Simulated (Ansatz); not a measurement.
## Sn (I4_1/amd): the Drude term of Re ε in the infrared

Re ε of Sn (I4_1/amd) along x at low photon energies is read from one computed spectrum; the carriers' damping was typed as γ = 0.05 eV. x, y and z are the Cartesian axes of the input cell.

The structure is tetragonal, space group I4_1/amd (No. 141). Conventional cell: a = 5.839 Å, b = 5.839 Å, c = 3.188 Å, α = 90.00°, β = 90.00°, γ = 90.00°. Sn on site a is surrounded by 6 Sn at 3.03 to 3.19 Å.

Method: Ansatz 0.2.0, PBE, independent particles, k-mesh 14×14×14 with interpolation inside its cells, Gaussian parameter 0.1 eV.

Launch of the response step: `ansatz run input.yaml --threads 4 --pin off --max-ram 8192MiB --backend cpu --events-out ev --progress --plain --runs-dir out`. The run took 2.1 min, on 4 threads of Intel(R) Xeon(R) Processor @ 2.50GHz (Skylake/Cascade Lake), with other jobs on the host.

```
photon energy E (eV)  wavelength (µm)     Re ε
                0.25             4.96  -1281.9
                0.30             4.13   -885.2
                0.35             3.54   -641.4
                0.40             3.10        ?
                0.50             2.48   -295.2
                0.60             2.07   -190.4
                0.70             1.77   -122.2
```

A Drude term over a constant background gives Re ε = ε_b − ωp²/(E² + γ²), linear in 1/(E² + γ²).

Working, on the rows shown:

| x = 1/(E² + γ²) (eV⁻²) | y = Re ε |
| --- | --- |
| 15.3846 | -1281.9 |
| 10.8108 | -885.2 |
| 8 | -641.4 |
| 3.9604 | -295.2 |
| 2.75862 | -190.4 |
| 2.03046 | -122.2 |

Means: x̄ = 7.1575, ȳ = -569.38. Σ(x − x̄)(y − ȳ) = -11910, Σ(x − x̄)² = 137.6. Slope = -11910 / 137.6 = -86.58; intercept = ȳ − slope · x̄ = 50.281. The line misses the rows shown by at most 3.3.

What does the fit predict for the withheld row, and how well does it do?

At x = 6.1538 the line gives y = -482.49. The run gave -482.1, so the interpolation is off by 0.39, 0.0 % of the range in the table.

Refitted with all rows, the slope is -86.58 and the intercept 50.354. These give ωp = √(−slope) = 9.30 eV, against 9.34 eV from the program's Fermi-surface sum, and a background ε_b = 50.4 from interband transitions. The cell comes from an older database entry, whose edges can be off by a per cent or so. The values come from a sum over the points of one k-mesh and carry its error, which is largest for Fermi-surface quantities. Spin-orbit coupling is left out.

[Logs are printed without paths, hosts, clocks, repeated set-up lines and the standing remarks that a program may print on its own settings, such as how far it seeks lower states.]
